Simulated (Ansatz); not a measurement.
# Debugging a many-body input for CdF2 (Fm-3m)

A first try at the G0W0 gap of CdF2 (Fm-3m), what the program said, and an input that works.

Main program and level: Ansatz 0.2.0; G0W0 on PBE, plane waves, PAW; PAW set soft_1.

## Step 1: Set-up

Symmetry: Fm-3m, No. 225, cubic system. Conventional cell: a = 5.388 Å, b = 5.388 Å, c = 5.388 Å, α = 90.00°, β = 90.00°, γ = 90.00°. Nearest to Cd lie 8 F at 2.33 Å. F has 4 Cd at 2.33 Å nearest. Farther neighbours and most contacts between anions are not listed.

The cell and positions come from the Crystallography Open Database and are kept as given unless a step says otherwise.

## Step 2: First try

input.yaml reads:

```yaml
crystal:
  lattice:
    - [0.0, 2.694, 2.694]
    - [2.694, 0.0, 2.694]
    - [2.694, 2.694, 0.0]
  atoms:
    - { symbol: Cd, position: [0.0, 0.0, 0.0] }
    - { symbol: F, position: [0.25, 0.25, 0.25] }
    - { symbol: F, position: [0.75, 0.75, 0.75] }
kpoints:
  mp_grid: { grid: [4, 4, 4] }
hamiltonian:
  xc: pbe
  pseudopotentials: { kind: paw, azcp: { folder: soft_1 } }
scf:
  occupations: { method: fixed }
gw:
  n_empty_bands: 4
  ecut_chi: 40
  qp_bands: [v2, c2]
  qp_kpoints: band_edges
  screening: { model: contour_deformation }
```

Command:

```
> ansatz run input.yaml --threads 24 --pin off --max-ram 82944MiB --backend cuda --events-out ev --progress --plain --runs-dir out --devices 1 --max-vram 78GiB
```

Numbers of over 12 decimals in the logs are rounded to 6 here.

The program printed:

```text
GPUs: using 1 of 1 available (devices: 1).
Engine: ansatz 0.2.0, aarch64-unknown-linux-gnu
Pseudopotentials: kind: paw
Pseudopotential: Cd, paw, valence charge 20, recommended cutoff 420 eV (normal), soft_1/Cd.paw.azcp
Pseudopotential: F, paw, valence charge 7, recommended cutoff 420 eV (normal), soft_1/F.paw.azcp
Functional definition: PBE
  parameter kappa = 0.804
  parameter beta = 0.066725
  exchange = pbe_x(kappa = kappa, mu = beta*pi^2/3)
  correlation = pbe_c(beta = beta)
device memory: the entry about to start is reckoned to put 2.0 GiB on a device that reports 163.5 GiB free (of which the cap on the GPU budget leaves the run 78.0 GiB)
GPU FFT provider: cuFFT
GPU libraries: cuBLAS 13.8.1, cuFFT 12.4.0, cuSOLVER 12.3.2
GPU matrix products: emulated (plane waves: as basis.precision tells), large ones in fixed point in workspaces of 1.00 GiB
Crystal: 3 atoms, lattice volume = 39.104 Å³
Basis set: ecut = 420 eV, 749 PW (Γ)
Bands: 21, of which v1, the nominal top of the filled ones, is band 17 counted from 1 (16 counted from 0)
Symmetry: 48 space group operations
Space group: Fm-3m (ITA 225), of the structure as read, at distance tolerance 3.4e-5 Å
k-points: 8 of 64
Non-local potential: Cd, projectors of the file, l = 0: 3, l = 1: 2, l = 2: 2, l = 3: 1
Non-local potential: F, projectors of the file, l = 0: 2, l = 1: 2, l = 2: 1
PAW form: soft (Blöchl's): semilocal exchange-correlation on the pseudo side does not see the compensation charge
PAW one-centre angular grid: Cd, 590 points (default); XC on 64 Gauss nodes
PAW one-centre angular grid: F, 110 points (default); XC on 64 Gauss nodes
Initial density: superposition of atomic densities (chi_scale 0.1, normalization cell, long waves kept (reshape's long-wave potential 0.00 eV rms))
Initial wavefunctions: pseudopotential atomic-orbital guess
GPU buffer pool allocated for 19683 grid points (all kernels)
GPU transforms: local potential and band sums: pruned to the plane-wave sphere, on 25×25×25
Functional: x = pbe(κ = 0.804, μ = 0.219515), c = pbe(β = 0.066725)
SCF iter   1: F=—  HF=-9877.389666 eV  |F-HF|=—  |Δ(HF+E_count)|=         —  Δρ=2.13e-1  dr2=1.54e1  ethr=3.10e-3  ⟨swp⟩=4.6  Hψ=633  notcnv=0  defer=13
preconditioner: auto → none  [insulator: Δε(μ)=0.256 eV  Ē_g=17.330 eV  n_scr=14 (ndim 8)  ℏωp=30.3 eV  f_vac=0.099  ε∞_Penn≈4.1]
SCF iter   2: F=—  HF=-9873.492635 eV  |F-HF|=—  |Δ(HF+E_count)|=    3.90e0  Δρ=1.33e-1  dr2=4.25e0  ethr=3.10e-3  ⟨swp⟩=3.9  Hψ=462  notcnv=0  defer=14
SCF iter   3: F=—  HF=-9872.202805 eV  |F-HF|=—  |Δ(HF+E_count)|=    1.29e0  Δρ=2.06e-2  dr2=7.76e-2  ethr=3.10e-3  ⟨swp⟩=3.0  Hψ=368  notcnv=0
SCF iter   4: F=—  HF=-9872.208910 eV  |F-HF|=—  |Δ(HF+E_count)|=   6.10e-3  Δρ=6.02e-3  dr2=4.63e-3  ethr=2.28e-4  ⟨swp⟩=3.0  Hψ=377  notcnv=0  defer=14
SCF iter   5: F=—  HF=-9872.212595 eV  |F-HF|=—  |Δ(HF+E_count)|=   3.69e-3  Δρ=5.49e-4  dr2=8.09e-5  ethr=1.36e-5  ⟨swp⟩=2.0  Hψ=314  notcnv=0  defer=14
SCF iter   6: F=—  HF=-9872.212683 eV  |F-HF|=—  |Δ(HF+E_count)|=   8.76e-5  Δρ=3.35e-4  dr2=3.30e-5  ethr=2.38e-7  ⟨swp⟩=2.0  Hψ=322  notcnv=0  defer=12
SCF iter   7: F=—  HF=-9872.212673 eV  |F-HF|=—  |Δ(HF+E_count)|=   9.55e-6  Δρ=7.34e-5  dr2=1.62e-6  ethr=9.71e-8  ⟨swp⟩=2.9  Hψ=273  notcnv=0  defer=7
SCF iter   8: F=-9872.212673 eV  HF=-9872.212673 eV  |F-HF|=1.82e-8  |Δ(HF+E_count)|=   4.33e-7  Δρ=9.32e-6  dr2=2.69e-8  ethr=2.94e-10  ⟨swp⟩=3.4  Hψ=694  notcnv=0
SCF 1 converged in 8 iterations: F = -9872.212673 eV  dr2 = 2.69e-8
[...]
device memory: the entry about to start is reckoned to put 3.0 GiB on a device that reports 163.4 GiB free (of which the cap on the GPU budget leaves the run 78.0 GiB)
NSCF: frozen V_eff on 8 k-points
[...]
device memory: the entry about to start is reckoned to put 2.0 GiB on a device that reports 163.4 GiB free (of which the cap on the GPU budget leaves the run 78.0 GiB)
NSCF: frozen V_eff on 8 k-points
G₀W₀ screening: q 1/8
[... further progress lines ...]
device memory: the entry about to start is reckoned to put 0.3 GiB on a device that reports 163.4 GiB free (of which the cap on the GPU budget leaves the run 78.0 GiB)
NSCF: frozen V_eff on 1 k-points
SCF converged after 8 iterations
Free energy (F): -9872.212673 eV
Harris-Foulkes:  -9872.212673 eV  (|F-HF|=1.82e-8)
Internal energy: -9872.212673 eV  (E = F + TS)
E sigma→0 (E₀):  -9872.212673 eV
Fermi energy:    6.431628 eV
--- Per-component energies (eV) ---
  E_band       = -481.002097
  E_kinetic    = 836.259227
  E_local      = -4266.763216  (includes V_loc(G=0)·N_el)
  E_nonlocal   = 298.647391
  E_hartree    = 1875.737767
  E_xc         = -309.689869
  E_vxc        = -392.430423  (∫ρ·V_xc dr)
  E_paw        = -4512.549349  (= ΣΔE_a)
  E_vpaw       = -708.200914  (= ΣTr[D̂ρ^β])
  E_aug_tail   = 0.002009  (compensation charges beyond the density's cutoff)
  E_ewald      = -3793.856633
  E_smearing   = -0.000000  (= −TS)
  E_closure    = -0.000000  (closes the sum)
  Σ components = -9872.212673   (vs F -9872.212673, Δ=0.00e0)
--- Band table (eV; the first three rows and the last of 8) ---
  k-point 0: bands = [... 13 lower, 5.4544, 5.9344, 5.9344, 5.9344, 9.5295, 19.1347, 19.1347, 19.1347]
  k-point 1: bands = [... 13 lower, 5.0690, 5.3090, 5.9808, 5.9808, 11.4062, 17.2497, 19.9610, 19.9610]
  k-point 2: bands = [... 13 lower, 4.5919, 4.5919, 6.0363, 6.0363, 13.6274, 15.5940, 20.9386, 20.9386]
  k-point 7: bands = [... 13 lower, 4.9053, 4.9053, 5.8290, 6.4316, 14.5251, 17.9406, 18.1335, 18.1335]
--- G₀W₀: contour deformation, 6 samples at zero and on the imaginary axis and 3 off it, 64 q-points, 4 empty bands' worth ---
  eigenvalues of the whole cell's RPA ε∞ on this k-mesh (on a slab, of 1 + 4πα/V) = 2.3199, 2.3199, 2.3199; static W/v taken at q = 0 is 0.431050
  bands read: the sum over 21 bands ends inside a degenerate multiplet in 1 slot, whose members it reads at an even weight; the widest, k=6: bands 21 to 22 (counted from 1) at 1/2 each
  gw.qp_kpoints: band_edges: 8 of 8 stored k-points solved, in 1 pass; an edge of the gap read off the rows below is read off those points alone
  `?` marks the rows in doubt; gw_qp.tsv's column doubts and the gw_qp event give each row's grounds
    ik  band        ε_KS         Σx   Σc(E_QP)       V_xc       Z   E_QP_lin       E_QP  E_QP is
     0    16      5.9344   -35.0663     5.1052   -27.6286  0.7688     3.4635     3.6018  root ?
     0    17      5.9344   -35.0663     5.1052   -27.6286  0.7688     3.4635     3.6018  root ?
     0    18      9.5295    -9.1772    -2.3931   -13.7586  0.8578    11.7796    11.7178  root
     0    19     19.1347    -5.4621    -2.8560   -11.0258  0.8472    22.0179    21.8425  root ?
     1    16      5.9808   -34.3275     5.1705   -26.9112  0.7644     3.6076     3.7350  root ?
     1    17      5.9808   -34.3275     5.1705   -26.9112  0.7644     3.6076     3.7350  root ?
     1    18     11.4062   -12.1055    -2.2375   -16.5564  0.8387    13.6927    13.6197  root
     1    19     17.2497    -6.9107    -2.7460   -12.1622  0.8441    19.8833    19.7552  root ?
     2    16      6.0363   -34.3390     5.1668   -26.9326  0.7647     3.6710     3.7969  root ?
     2    17      6.0363   -34.3390     5.1668   -26.9326  0.7647     3.6710     3.7969  root ?
     2    18     13.6274   -13.0270    -2.7457   -18.4824  0.8216    16.5038    16.3370  root ?
     2    19     15.5940    -8.5313    -2.5036   -13.1300  0.8357    17.7316    17.6891  root
     3    16      6.1160   -33.3364     5.2711   -25.9528  0.7583     3.8938     4.0036  root ?
     3    17      6.1160   -33.3364     5.2711   -25.9528  0.7583     3.8938     4.0036  root ?
     3    18     11.7473   -11.5404    -2.3712   -16.2220  0.8394    14.1422    14.0577  root
     3    19     17.0978    -5.7797    -2.6851   -11.0456  0.8492    19.8056    19.6786  root ?
     4    16      6.0146   -33.1026     5.4062   -25.6162  0.7534     3.8241     3.9344  root ?
     4    17      6.1840   -33.6065     5.2582   -26.2169  0.7598     3.9413     4.0526  root ?
[...]
4    19     16.4150    -7.8171    -2.6292   -12.7328  0.8263    18.7595    18.7015  root
[...]
6    18     14.4589   -12.0530    -3.0246   -18.0113  0.8212    17.6190    17.3926  root ?
     6    19     16.1107    -7.2958    -2.6921   -12.5865  0.8392    18.8177    18.7093  root ?
     7    16      5.8290   -31.9596     5.6753   -24.3280  0.7409     3.7705     3.8727  root ?
     7    17      6.4316   -33.5435     5.2850   -26.1848  0.7593     4.2565     4.3579  root ?
     7    18     14.5251   -12.4503    -3.0478   -18.4194  0.8175    17.6711    17.4463  root ?
     7    19     17.9406    -7.1661    -2.5197   -11.7303  0.8282    20.0324    19.9851  root
```

Run time: 1.8 s. Hardware: 1 × NVIDIA GB200 (shared by 2 runs) with 24 threads of Arm Neoverse V2, shared host; peak memory 1.1 GiB.

Q: What is the fault?

The run ended normally, though the input holds a fault or crude settings.

The fault: four empty bands in G0W0. The sums over empty states are cut off almost at the gap, so screening and correlation are far from complete.

It printed a gap of 7.36 eV, which is an artefact of the settings.

## Step 3: A better input

Now the one-shot GW correction: screening in the RPA, then the self-energy of the levels asked for. This step takes PAW set soft_1 files.

input.yaml, as its differences from that of step 2:

```diff
@@ -10,3 +10,3 @@
 kpoints:
-  mp_grid: { grid: [4, 4, 4] }
+  mp_grid: { grid: [6, 6, 6] }
 hamiltonian:
@@ -17,4 +17,4 @@
 gw:
-  n_empty_bands: 4
-  ecut_chi: 40
+  n_empty_bands: 116
+  ecut_chi: 120
   qp_bands: [v2, c2]
```

The program printed:

```text
GPUs: using 1 of 1 available (devices: 1).
[...]
Crystal: 3 atoms, lattice volume = 39.104 Å³
Basis set: ecut = 420 eV, 749 PW (Γ)
Bands: 21, of which v1, the nominal top of the filled ones, is band 17 counted from 1 (16 counted from 0)
[... 1 set-up line as in the run before ...]
[...]
k-points: 16 of 216
[...]
SCF iter   1: F=—  HF=-9877.399067 eV  |F-HF|=—  |Δ(HF+E_count)|=         —  Δρ=2.13e-1  dr2=1.54e1  ethr=3.10e-3  ⟨swp⟩=4.8  Hψ=1266  notcnv=0  defer=27
[...]
SCF iter   8: F=-9872.213641 eV  HF=-9872.213641 eV  |F-HF|=2.03e-8  |Δ(HF+E_count)|=   5.08e-7  Δρ=9.87e-6  dr2=3.04e-8  ethr=2.94e-10  ⟨swp⟩=3.6  Hψ=1336  notcnv=0
SCF 1 converged in 8 iterations: F = -9872.213641 eV  dr2 = 3.04e-8
[...]
NSCF: frozen V_eff on 16 k-points, pencils in batches of 32, up to order 84
[...]
1    19     18.0313    -6.1342    -4.3956   -11.5047  0.8363    19.0142    19.0062  root
     2    16      6.0077   -34.2796     5.8647   -26.8846  0.7705     4.4389     4.4773  root
     2    17      6.0077   -34.2796     5.8647   -26.8846  0.7705     4.4389     4.4773  root
     2    18     12.3705   -12.5937    -3.4877   -17.3338  0.8307    13.6382    13.6228  root
     2    19     16.5303    -7.7873    -4.0479   -12.8624  0.8326    17.5676    17.5574  root
     3    16      6.0356   -34.3253     5.8629   -26.9337  0.7707     4.4686     4.5068  root
     3    17      6.0356   -34.3253     5.8629   -26.9337  0.7707     4.4686     4.5068  root
     3    18     13.6270   -13.0369    -3.9259   -18.4820  0.8211    15.1752    15.1461  root
[...]
15    16      5.8483   -31.9864     6.2280   -24.3668  0.7511     4.4215     4.4568  root
    15    17      6.4110   -33.4992     5.9581   -26.1523  0.7648     4.9921     5.0222  root
    15    18     14.5083   -12.3589    -4.3308   -18.3170  0.8181    16.1718    16.1356  root
    15    19     17.1123    -8.2097    -4.3341   -13.6512  0.8306    18.2368    18.2197  root
[key lines of the parts left out:]
SCF converged after 8 iterations
Free energy (F): -9872.213641 eV
Fermi energy:    6.410965 eV
```

The job ended after 4.3 s (1 × NVIDIA GB200 (shared by 2 runs) with 24 threads; peak memory 1.2 GiB; 15 s of CPU time).

This step gave:

```
bands summed                                 : 133
RPA ε∞ on this mesh (eigenvalues)            : 2.781, 2.781, 2.781
plane waves in the screening matrix          : 113
q-points in the mesh                         : 216
G0W0 gap on the mesh                         : 5.341 eV
k of the valence top                         : 0.1667, -0.5, -0.3333
k of the conduction bottom                   : 0, 0, 0
starting gap on the mesh                     : 3.118 eV
Z at the valence top                         : 0.7648
Z at the conduction bottom                   : 0.8576
least direct G0W0 gap on the computed points : 6.020 eV
```

The gap on the mesh goes from 3.12 eV to 5.34 eV, a correction of +2.22 eV. Between the two edge states, bare exchange in place of the xc potential would open the gap by 11.85 eV, and correlation takes back 9.63 eV.

## Step 4: Summary of results

```yaml
first_try: converged after 1.8 s
better_run: G0W0 gap on the mesh 5.34 eV (6×6×6 mesh, 116 empty bands, screening to 120 eV, PAW set soft_1 files)
```

The second run differs in: mesh, empty bands and screening cutoff (eV). Bands and cutoff are finite, so the gap is not at the basis limit. The miss can reach some tenths of an eV and take either sign; the mesh is an error of its own. A d shell, filled or nearly so, lies near the gap. One-shot GW converges very slowly in bands there, not always from below, and on a semilocal start the gap tends to come out low; starts rich in exact exchange can overshoot instead. The many-body steps are scalar-relativistic: spin-orbit coupling is not in them.

[Paths, hosts, dates, memory and timing lines, banners, echoed tables and standing remarks are left out of the program output.]

[Logs are printed without paths, hosts, clocks, repeated set-up lines and the standing remarks that a program may print on its own settings, such as how far it seeks lower states.]

[Runs of the session that timed out or met a known fault of the program may be left out.]

[Cells called generated may have been cut or substituted from an entry of the Crystallography Open Database or the Materials Project.]

[Hosts, paths, dates, database ids (printed as entryN), source tags and the programs' standing remarks are cut or masked in the printed files.]
